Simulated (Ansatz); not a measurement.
# Quasiparticle gap of CS2NF5 (P-1), part 2 of 2

How far does one-shot GW move the HSE06 gap of CS2NF5 (P-1)?

Ansatz 0.2.0; HSE06, then G0W0 on it, plane waves, PAW. Known limits of the many-body steps: finite bands, screening cutoff and k mesh; no spin-orbit coupling in G0W0.

So far. Step 2 (HSE06 levels on the mesh and at listed points): Over mesh and listed points the gap is 4.209 eV, from k = (0.000, -0.500, 0.250) to k = (0.167, 0.250, 0.250). The least direct gap found is 4.263 eV, at k = (0.167, 0.250, 0.250). On the 4×2×2 mesh alone the same run gives 4.268 eV, so that mesh misses an edge of HSE06: 4.268 − 4.209 = +0.059 eV.

In doubt: masses and optical values from hybrid runs of this build are listed as unsure (step 3), which bears on the screening that GW takes from such a start.

### Step 3. One-shot GW

G0W0 replaces the xc potential by a self-energy built once from the orbitals of the start. Levels are corrected in the window of bands that the input names, at points of the mesh.

This step: G0W0 on HSE06, plane waves, PAW; PAW set soft_1.

input.yaml

```yaml
crystal:
  lattice:
    - [4.851, 0.0, 0.0]
    - [-0.2429962821, 7.4030130222, 0.0]
    - [-0.0929160701, -1.0366422871, 7.8775412009]
  atoms:
    - { symbol: C, position: [0.3704668563, 0.511281436, 0.7789674265] }
    - { symbol: C, position: [0.6295331437, 0.488718564, 0.2210325735] }
    - { symbol: S, position: [0.5069110792, 0.6743134807, 0.7030080864] }
    - { symbol: S, position: [0.4930889208, 0.3256865193, 0.2969919136] }
    - { symbol: S, position: [0.1123244275, 0.1912861656, 0.7728123248] }
    - { symbol: S, position: [0.8876755725, 0.8087138344, 0.2271876752] }
    - { symbol: "N", position: [0.2695326305, 0.3914099602, 0.8545470961] }
    - { symbol: "N", position: [0.7304673695, 0.6085900398, 0.1454529039] }
    - { symbol: F, position: [0.9498932602, 0.2824875867, 0.6277270521] }
    - { symbol: F, position: [0.0501067398, 0.7175124133, 0.3722729479] }
    - { symbol: F, position: [0.2661306003, 0.0907955868, 0.9117928285] }
    - { symbol: F, position: [0.7338693997, 0.9092044132, 0.0882071715] }
    - { symbol: F, position: [0.9605213198, -0.0004253749, 0.7012299471] }
    - { symbol: F, position: [0.0394786802, 1.0004253749, 0.2987700529] }
    - { symbol: F, position: [0.860244641, 0.2319621255, 0.89906027] }
    - { symbol: F, position: [0.139755359, 0.7680378745, 0.10093973] }
    - { symbol: F, position: [0.3582205304, 0.1401040865, 0.6410071536] }
    - { symbol: F, position: [0.6417794696, 0.8598959135, 0.3589928464] }
kpoints:
  mp_grid: { grid: [4, 2, 2] }
hamiltonian:
  xc: hse06
  pseudopotentials: { kind: paw, azcp: { folder: soft_1 } }
scf:
  occupations: { method: fixed }
gw:
  n_empty_bands: 1064
  ecut_chi: 140.0
  qp_bands: [v4, c4]
  qp_kpoints: band_edges
  screening: { model: contour_deformation }
```

Run with:

```console
ansatz run input.yaml --threads 2 --pin off --max-ram 92160MiB --backend cuda --events-out ev --progress --plain --runs-dir out --devices 1 --max-vram 13GiB
```

Numbers of over 12 decimals in the logs are rounded to 6 here.

Output:

```text
GPUs: using 1 of 1 available (devices: 1).
[...]
GPU FFT provider: cuFFT
GPU libraries: cuBLAS 13.8.2, cuFFT 12.4.0, cuSOLVER 12.3.4
Crystal: 18 atoms, lattice volume = 282.898 Å³
Basis set: ecut = 420 eV, 5521 PW (Γ)
Bands: 74, of which v1, the nominal top of the filled ones, is band 56 counted from 1 (55 counted from 0)
Symmetry: 2 space group operations
[...]
k-points: 12 of 16
[...]
GPU buffer pool allocated for 97200 grid points (all kernels)
[...]
SCF iter   1: F=—  HF=-12965.441927 eV  |F-HF|=—  |Δ(HF+E_count)|=         —  Δρ=1.11e-1  dr2=4.90e1  ethr=1.00e-1  ⟨swp⟩=7.3  Hψ=3201  notcnv=0
[...]
SCF iter   7: F=-12950.700513 eV  HF=-12950.700583 eV  |F-HF|=6.97e-5  |Δ(HF+E_count)|=   1.70e-4  Δρ=4.35e-4  dr2=2.85e-4  ethr=2.80e-6  ⟨swp⟩=3.2  Hψ=2703  notcnv=0
SCF 1 stopped early in 7 iterations: F = -12950.700513 eV  dr2 = 2.85e-4
[...]
GPU FFT provider: cuFFT
GPU libraries: cuBLAS 13.8.2, cuFFT 12.4.0, cuSOLVER 12.3.4
[...]
GPU buffer pool allocated for 97200 grid points (all kernels)
[...]
Frozen-core exchange: fock
SCF iter   1: F=—  HF=-12949.570679 eV  |F-HF|=—  |Δ(HF+E_count)|=         —  Δρ=9.66e-3  dr2=2.82e-1  ethr=2.55e-6  ⟨swp⟩=9.2  Hψ=5033  notcnv=0
[...]
SCF iter   7: F=-12949.522144 eV  HF=-12949.522175 eV  |F-HF|=3.13e-5  |Δ(HF+E_count)|=   3.52e-4  Δρ=1.08e-4  dr2=4.18e-5  ethr=6.72e-8  ⟨swp⟩=4.0  Hψ=3410  notcnv=0
SCF 2 stopped early in 7 iterations: F = -12949.522144 eV  dr2 = 4.18e-5
[...]
hybrid outer 1: dexx = +4.605e-2 eV, tail = 1.76e-4 eV
GPU FFT provider: cuFFT
GPU libraries: cuBLAS 13.8.2, cuFFT 12.4.0, cuSOLVER 12.3.4
GPU buffer pool allocated for 97200 grid points (all kernels)
[...]
Frozen-core exchange: fock
SCF iter   1: F=—  HF=-12949.522687 eV  |F-HF|=—  |Δ(HF+E_count)|=         —  Δρ=9.24e-5  dr2=2.12e-5  ethr=7.86e-7  ⟨swp⟩=5.2  Hψ=2108  notcnv=0
[...]
SCF iter   4: F=-12949.522685 eV  HF=-12949.522685 eV  |F-HF|=5.37e-8  |Δ(HF+E_count)|=   5.73e-7  Δρ=6.19e-6  dr2=8.13e-8  ethr=1.12e-9  ⟨swp⟩=3.0  Hψ=2269  notcnv=0
SCF 3 converged in 4 iterations: F = -12949.522685 eV  dr2 = 8.13e-8
[...]
NSCF: frozen V_eff on 12 k-points
Exchange-term sweep: 0 of 12 (spin, k) points
Exchange-term sweep: 1 of 12 (spin, k) points
Exchange-term sweep: 2 of 12 (spin, k) points
Exchange-term sweep: 3 of 12 (spin, k) points
Exchange-term sweep: 4 of 12 (spin, k) points
Exchange-term sweep: 5 of 12 (spin, k) points
Exchange-term sweep: 6 of 12 (spin, k) points
Exchange-term sweep: 7 of 12 (spin, k) points
Exchange-term sweep: 8 of 12 (spin, k) points
Exchange-term sweep: 9 of 12 (spin, k) points
Exchange-term sweep: 10 of 12 (spin, k) points
Exchange-term sweep: 11 of 12 (spin, k) points
Exchange-term sweep: 12 of 12 (spin, k) points
G₀W₀ screening: q 1/12
[... further progress lines ...]
[...]
Free energy (F): -12949.522686 eV
Frozen-core exchange: fock
[...]
Internal energy: -12949.522686 eV  (E = F + TS)
E sigma→0 (E₀):  -12949.522686 eV
Fermi energy:    -0.016645 eV
[...]
--- Band table (eV; the first three rows and the last of 12) ---
  k-point 0: bands = [... 52 lower, -0.7673, -0.6597, -0.0907, -0.0374, 4.2937, 4.5833, 5.9891, 6.1632, ... 7 higher]
  k-point 1: bands = [... 52 lower, -0.9330, -0.3716, -0.1538, -0.0842, 4.3372, 4.5424, 5.9429, 6.1376, ... 7 higher]
  k-point 2: bands = [... 52 lower, -0.7521, -0.6842, -0.0355, -0.0166, 4.3440, 4.3712, 6.1319, 6.1621, ... 7 higher]
  k-point 11: bands = [... 52 lower, -1.0921, -0.2552, -0.1652, -0.1299, 4.4277, 4.4446, 6.1703, 6.1735, ... 7 higher]
  guard bands above this table: 7 of the run's 74 bands. The solve was not asked for them (output.publish_guard_bands: true or output.eigenvalues: true publishes all)
--- G₀W₀: contour deformation, 6 samples at zero and on the imaginary axis and 1 off it, 16 q-points, 1064 empty bands' worth ---
  eigenvalues of the whole cell's RPA ε∞ on this k-mesh (on a slab, of 1 + 4πα/V) = 1.7701, 1.8154, 2.4964; static W/v taken at q = 0 is 0.493893
  gw.qp_kpoints: band_edges: 12 of 12 stored k-points solved, in 1 pass; an edge of the gap read off the rows below is read off those points alone
    ik  band        ε_KS         Σx   Σc(E_QP)       V_xc       Z   E_QP_lin       E_QP  E_QP is
     0    53     -0.7673   -19.1370     1.4510   -16.4359  0.8244    -2.0296    -2.0174  root
     0    54     -0.6597   -19.2356     1.3929   -16.6000  0.8251    -1.9141    -1.9024  root
     0    55     -0.0907   -19.0810     1.3469   -16.4479  0.8278    -1.3890    -1.3768  root
     0    56     -0.0374   -19.1972     1.3529   -16.5632  0.8279    -1.3303    -1.3184  root
     0    57      4.2937   -13.4862    -3.0640   -18.2646  0.8420     6.0251     6.0080  root
     0    58      4.5833   -12.6656    -3.0152   -17.3543  0.8380     6.2730     6.2567  root
     0    59      5.9891    -9.7469    -3.3152   -14.4829  0.8496     7.4251     7.4099  root
     0    60      6.1632   -10.3760    -3.2447   -15.1817  0.8406     7.7413     7.7242  root
     1    53     -0.9330   -19.3957     1.5549   -16.6075  0.8238    -2.1784    -2.1663  root
     1    54     -0.3716   -19.1499     1.2296   -16.6949  0.8248    -1.6076    -1.5971  root
     1    55     -0.1538   -19.0444     1.3918   -16.3524  0.8282    -1.4666    -1.4539  root
     1    56     -0.0842   -19.1378     1.3740   -16.4749  0.8281    -1.3852    -1.3730  root
     1    57      4.3372   -13.0712    -3.0701   -17.8344  0.8412     6.0468     6.0303  root
     1    58      4.5424   -12.7297    -3.0102   -17.4132  0.8387     6.2319     6.2156  root
     1    59      5.9429   -12.0780    -3.4560   -17.1830  0.8464     7.6157     7.5918  root
     1    60      6.1376    -9.7417    -3.1611   -14.3988  0.8422     7.6476     7.6336  root
     2    53     -0.7521   -19.1262     1.4480   -16.4275  0.8246    -2.0150    -2.0029  root
     2    54     -0.6842   -19.1457     1.3862   -16.5101  0.8251    -1.9456    -1.9336  root
     2    55     -0.0355   -19.2386     1.3578   -16.6052  0.8280    -1.3228    -1.3110  root
     2    56     -0.0166   -19.2345     1.3575   -16.5980  0.8279    -1.3075    -1.2957  root
     2    57      4.3440   -13.4032    -3.0382   -18.1636  0.8402     6.0834     6.0662  root
     2    58      4.3712   -12.9801    -2.9975   -17.6596  0.8406     6.0694     6.0532  root
     2    59      6.1319    -9.4064    -3.1606   -14.0400  0.8422     7.6176     7.6048  root
     2    60      6.1621    -9.6129    -3.1618   -14.2642  0.8418     7.6648     7.6516  root
     3    53     -0.9558   -19.2987     1.5555   -16.5041  0.8240    -2.2072    -2.1949  root
     3    54     -0.3722   -19.0879     1.2224   -16.6330  0.8250    -1.6154    -1.6046  root
     3    55     -0.1155   -19.1344     1.3904   -16.4517  0.8283    -1.4201    -1.4078  root
     3    56     -0.0325   -19.2900     1.3850   -16.6266  0.8281    -1.3228    -1.3109  root
     3    57      4.2516   -13.0908    -3.0314   -17.8173  0.8416     5.9629     5.9467  root
     3    58      4.4530   -12.9419    -2.9967   -17.6222  0.8394     6.1529     6.1366  root
     3    59      6.1553    -9.5634    -3.1497   -14.1976  0.8418     7.6528     7.6397  root
     3    60      6.1578    -9.6536    -3.1849   -14.3359  0.8415     7.6687     7.6552  root
     4    53     -0.7655   -19.1133     1.4379   -16.4287  0.8242    -2.0242    -2.0121  root
     4    54     -0.6509   -19.2735     1.4002   -16.6327  0.8252    -1.9032    -1.8915  root
     4    55     -0.1412   -19.0353     1.3637   -16.3836  0.8280    -1.4415    -1.4292  root
     4    56     -0.1122   -19.1026     1.3770   -16.4379  0.8280    -1.4120    -1.3998  root
     4    57      4.2889   -13.0243    -3.0035   -17.7089  0.8414     5.9859     5.9700  root
     4    58      4.5583   -13.1154    -3.0522   -17.8798  0.8381     6.2878     6.2704  root
     4    59      6.0566    -9.8705    -3.2769   -14.6205  0.8453     7.5449     7.5297  root
     4    60      6.2061   -10.0506    -3.2507   -14.8383  0.8401     7.7588     7.7431  root
[...]
10    57      4.3236   -12.4973    -2.9612   -17.0999  0.8406     5.9796     5.9649  root
    10    58      4.5828   -13.5374    -3.1099   -18.3946  0.8377     6.3487     6.3300  root
    10    59      6.0941    -9.5143    -3.2428   -14.2351  0.8429     7.5853     7.5720  root
    10    60      6.2506    -9.8172    -3.2719   -14.6038  0.8405     7.7803     7.7653  root
    11    53     -1.0921   -19.1715     1.5657   -16.3542  0.8236    -2.3568    -2.3437  root
    11    54     -0.2552   -19.2602     1.2286   -16.8086  0.8252    -1.4884    -1.4782  root
    11    55     -0.1652   -19.1480     1.4174   -16.4426  0.8281    -1.4655    -1.4531  root
    11    56     -0.1299   -19.2343     1.4079   -16.5524  0.8282    -1.4157    -1.4038  root
    11    57      4.4277   -13.1345    -3.0403   -17.8823  0.8399     6.1518     6.1352  root
    11    58      4.4446   -12.7170    -3.0264   -17.4130  0.8392     6.1303     6.1142  root
    11    59      6.1703    -9.5963    -3.2378   -14.3245  0.8417     7.6744     7.6609  root
    11    60      6.1735    -9.8059    -3.2464   -14.5611  0.8410     7.6972     7.6822  root
```

Run time: 5.6 min. Hardware: 1 × NVIDIA H100 80GB HBM3 (shared by 6 runs) with 2 threads of AMD EPYC 7R13 (Zen 3), shared host; peak memory 4.7 GiB; 7.5 min of CPU time.

Numbers from this step:

| Item | Value |
| --- | --- |
| bands summed | 1120 |
| RPA ε∞ on this mesh (eigenvalues) | 1.770, 1.815, 2.496 |
| plane waves in the screening matrix | 1057 |
| q-points in the mesh | 16 |
| G0W0 gap over the corrected points | 7.242 eV |
| k of the valence top | 0, -0.5, 0 |
| k of the conduction bottom | 0, -0.5, -0.5 |
| starting gap on the mesh | 4.268 eV |
| Z at the valence top | 0.8279 |
| Z at the conduction bottom | 0.8416 |
| least direct G0W0 gap over the corrected points | 7.258 eV |

Over all 12 irreducible mesh points the G0W0 gap is 7.242 eV, from k = (0.000, -0.500, 0.000) to k = (0.000, -0.500, -0.500). The HSE06 gap of this run on the mesh is 4.268 eV. The two states that bound the G0W0 gap lie that far apart at the start, so the correction of the gap is 7.242 − 4.268 = +2.974 eV.

Labels follow the order of the start: v1 is the top filled band, c1 the lowest empty one; levels that stay degenerate share a row, the window can cut a multiplet, doubted levels are not marked in this list, bands outside the window were not corrected, and the list may be a part of the corrected levels. The levels before and after the correction (eV, zero at the valence-band top of each column):

```csv
,conduction bottom,valence top
HSE06,4.27,0.00
G0W0,7.24,0.00
```

```csv
,level,occupation,energy (eV)
HSE06,(0 -0.5 0) v3,2,-0.668
HSE06,(0 -0.5 0) v2,2,-0.019
HSE06,(0 -0.5 0) v1,2,0.000
HSE06,(0 -0.5 0) c1,0,4.361
HSE06,(0 -0.5 0) c2,0,4.388
HSE06,(0 -0.5 0) c3,0,6.149
HSE06,(0 -0.5 -0.5) v3,2,-0.356
HSE06,(0 -0.5 -0.5) v2,2,-0.099
HSE06,(0 -0.5 -0.5) v1,2,-0.016
HSE06,(0 -0.5 -0.5) c1,0,4.268
HSE06,(0 -0.5 -0.5) c2,0,4.470
HSE06,(0 -0.5 -0.5) c3,0,6.172
G0W0,(0 -0.5 0) v3,2,-0.638
G0W0,(0 -0.5 0) v2,2,-0.015
G0W0,(0 -0.5 0) v1,2,0.000
G0W0,(0 -0.5 0) c1,0,7.362
G0W0,(0 -0.5 0) c2,0,7.349
G0W0,(0 -0.5 0) c3,0,8.900
G0W0,(0 -0.5 -0.5) v3,2,-0.309
G0W0,(0 -0.5 -0.5) v2,2,-0.112
G0W0,(0 -0.5 -0.5) v1,2,-0.015
G0W0,(0 -0.5 -0.5) c1,0,7.242
G0W0,(0 -0.5 -0.5) c2,0,7.432
G0W0,(0 -0.5 -0.5) c3,0,8.935
```

The parts of the quasiparticle energy for the two states that bound the G0W0 gap, in eV on the run's own scale (QP = start + Σx + Σc − Vxc, with Σc at the quasiparticle energy):

```csv
edge,k,band,start,Σx,Σc,Vxc,Z,QP
valence top,"(0.000, -0.500, 0.000)",56,−0.017,−19.235,1.357,−16.598,0.828,−1.296
conduction bottom,"(0.000, -0.500, -0.500)",57,4.252,−13.091,−3.031,−17.817,0.842,5.947
```

For a hybrid start, Vxc holds its share of exact exchange.

### Step 4. The runs together

Each gap is the least one over the points named; times are wall times on shared hosts, not benchmarks. A G0W0 time includes the run's own self-consistent start. Runs with listed points see these and the mesh alone, so an edge that moves elsewhere is missed.

```csv
level,mesh,"files, cutoff","bands summed, screening",points,gap (eV),valence top,conduction bottom,least direct gap (eV),time
HSE06,4×2×2,"soft_1 PAW, 420 eV",-,mesh and listed points,4.209,"(0.000, -0.500, 0.250)","(0.167, 0.250, 0.250)",4.263,64 s
G0W0@HSE06,4×2×2,"soft_1 PAW, 420 eV","1120, 140 eV",all 12 irreducible mesh points,7.242,"(0.000, -0.500, 0.000)","(0.000, -0.500, -0.500)",7.258,5.6 min
```

### Step 5. Summary of results

| Property | Result |
| --- | --- |
| HSE06 gap over mesh and listed points | 4.209 eV, from k = (0.000, -0.500, 0.250) to k = (0.167, 0.250, 0.250) |
| G0W0@HSE06 gap over all 12 irreducible mesh points | 7.242 eV, from k = (0.000, -0.500, 0.000) to k = (0.000, -0.500, -0.500) |
| GW settings | 4×2×2 mesh, 1064 empty bands, screening to 140 eV, PAW set soft_1 files |
| known limits | finite bands, screening cutoff and k mesh; no spin-orbit coupling in G0W0 |

Over all 12 irreducible mesh points the G0W0 gap is 7.242 eV, from k = (0.000, -0.500, 0.000) to k = (0.000, -0.500, -0.500). The HSE06 gap of this run on the mesh is 4.268 eV. The two states that bound the G0W0 gap lie that far apart at the start, so the correction of the gap is 7.242 − 4.268 = +2.974 eV. The valence state moves by −1.296 − (−0.017) = −1.279 eV and the conduction state by 5.947 − 4.252 = +1.695 eV, on the run's own scale; how far single levels stand from their limit in bands is not shown. Over mesh and listed points, HSE06 puts the valence top at k = (0.000, -0.500, 0.250) and conduction bottom at k = (0.167, 0.250, 0.250), where no G0W0 correction was computed. The G0W0 gap over the whole zone is therefore not known from this run; at its settings it can only be equal to or under the 7.242 eV found, and no correction is carried over from another point. For the start itself the gap is 4.209 eV over mesh and listed points and 4.268 eV on the mesh of the G0W0 run. No second run with other bands and screening cutoff is shown, so the distance to the basis limit is not known. On another start, G0W0@PBE runs of this series (4×2×2 mesh, soft_1 PAW; not shown as steps) give 6.625 eV with 230 bands and 42 eV, 6.650 eV with 550 bands and 84 eV and 6.654 eV with 1120 bands and 140 eV. G0W0 on other starts in this series, not shown as steps and not all at these settings: 6.654 eV on PBE (4×2×2, soft_1 PAW, 1120 bands, 140 eV) and 6.628 eV on PBEsol (4×2×2, soft_1 PAW, 1120 bands, 140 eV). The G0W0 runs are scalar-relativistic. No pair of G0W0 runs that differ in the mesh alone is shown (4×2×2 is a supercell whose nearest images lie 15 Å apart), so the error from the mesh is not known here. G0W0 is shown with one set of atomic data (soft_1 PAW), so the error from the files is not known here.

[Paths, hosts, dates, memory and timing lines, banners, echoed tables and standing remarks are left out of the program output.]

[Logs are printed without paths, hosts, clocks, repeated set-up lines and the standing remarks that a program may print on its own settings, such as how far it seeks lower states.]

[Runs of the session that timed out or met a known fault of the program may be left out.]

[Cells called generated may have been cut or substituted from an entry of the Crystallography Open Database or the Materials Project.]

[Hosts, paths, dates, database ids (printed as entryN), source tags and the programs' standing remarks are cut or masked in the printed files.]

[Where an RPA ε∞ is given, it is that of the G0W0 mesh and is not shown converged in it. Names of k-points follow the symmetry that the program found, which can be lower than the space group named. Band edges on a path are those of the sampled points; other points can move an edge, and change direct to indirect where valleys lie close.]

[Hybrid gaps are those of their k-mesh and are not shown converged in it.]
